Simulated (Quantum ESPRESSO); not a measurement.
# Voltage at the next charge: Nb(110), 4 layers, one monolayer of Na on longbridge sites against an electrode

How the rows were computed: Quantum ESPRESSO 7.5, PBE, GBRV ultrasoft; ESM with bc3, a metal electrode 6.98 Å above the top atoms; cell area 7.700 Å²; ions fixed. V is the potential energy of an electron at the electrode over the slab's Fermi level, divided by e, so that it equals the work function at zero charge; positive charge removes electrons.

```
charge (e a cell)  V (V)
                0  3.531
           0.0116  4.775
           0.0231  6.042
```

One more run was made and is withheld. What is V at a charge of 0.0462 e, and what capacitance do the rows imply?

By hand: The last two rows give dV/dq = (6.042 − 4.775)/(0.0231 − 0.0116) = 110.2 V/e, so C = 1602/(7.700 × 110.2) = 1.89 µF/cm², an effective gap of 8.854/1.89 = 4.69 Å. At constant C, V = 6.042 + 110.2 × 0.0231 = 8.59 V.

**Check.** V = 8.675 V; the estimate misses by −0.09 V, 3.3 % of the step. Over the three intervals C goes 1.94, 1.89 and 1.83 µF/cm²: it falls as electrons leave, the surface charge drawing back towards the atoms.

Caveats: Vacuum fills the gap; a dielectric or electrolyte would change C. The slab is thin.

[Logs are printed without paths, hosts, clocks, repeated set-up lines and the standing remarks that a program may print on its own settings, such as how far it seeks lower states.]
